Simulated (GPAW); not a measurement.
# AlN (P6_3mc): refractive index against wavelength

The refractive index of AlN (P6_3mc) along x below the direct gap (4.17 eV on the mesh) is read from one computed spectrum, n = √(Re ε). x, y and z are the Cartesian axes of the input cell.

Cell: a, b, c = 3.113, 3.113, 4.981 Å (primitive vectors), 4 atoms.

Method: GPAW 26.7.0, PBE, RPA, k-mesh 12×12×6, local fields up to 50 eV, Lorentzian half width 0.12 eV.

Launch of the response step: `OMP_NUM_THREADS=1 python df.py`. The run took 2.4 min, its band step included, on 1 thread of Arm Neoverse V1, with other jobs on the host.

| wavelength (nm) | photon energy E (eV) | n |
| --- | --- | --- |
| 1310 | 0.946 | 2.0755 |
| 1064 | 1.165 | 2.0808 |
| 850 | 1.459 | 2.0897 |
| 700 | 1.771 | 2.1019 |
| 633 | 1.959 | 2.1106 |
| 532 | 2.331 | 2.1313 |
| 450 | 2.755 | ? |

In the single-oscillator model n² − 1 = E₀E_d/(E₀² − E²), so 1/(n² − 1) = E₀/E_d − E²/(E₀E_d) is linear in E².

Working, on the rows shown:

| x = E² (eV²) | y = 1/(n² − 1) |
| --- | --- |
| 0.895757 | 0.302325 |
| 1.35784 | 0.300325 |
| 2.12762 | 0.297014 |
| 3.13716 | 0.29257 |
| 3.83641 | 0.289466 |
| 5.43137 | 0.282291 |

Means: x̄ = 2.7977, ȳ = 0.294. Σ(x − x̄)(y − ȳ) = -0.06299, Σ(x − x̄)² = 14.27. Slope = -0.06299 / 14.27 = -0.004414; intercept = ȳ − slope · x̄ = 0.30635. Turned back into n, the line misses the rows shown by at most 0.00024.

Predict the last column of the withheld row from the fit.

At x = 7.5912 the line gives y = 0.27284, that is 2.1599. The run gave 2.1618, so the extrapolation is off by 0.0019, 2 % of the range in the table.

Refitted with all rows, the slope is -0.004488 and the intercept 0.30652. These give E₀ = √(intercept/−slope) = 8.26 eV and E_d = E₀/intercept = 27.0 eV; E₀ is 2.0 times the direct gap. The electronic limit at long wavelengths, without lattice vibrations, is n = √(1 + 1/intercept) = 2.065. The cell comes from an older database entry, whose edges can be off by a per cent or so. Excitons are left out; PBE gaps are as a rule too small. The values come from a sum over the points of one k-mesh and carry its error, which grows as the direct gap shrinks.
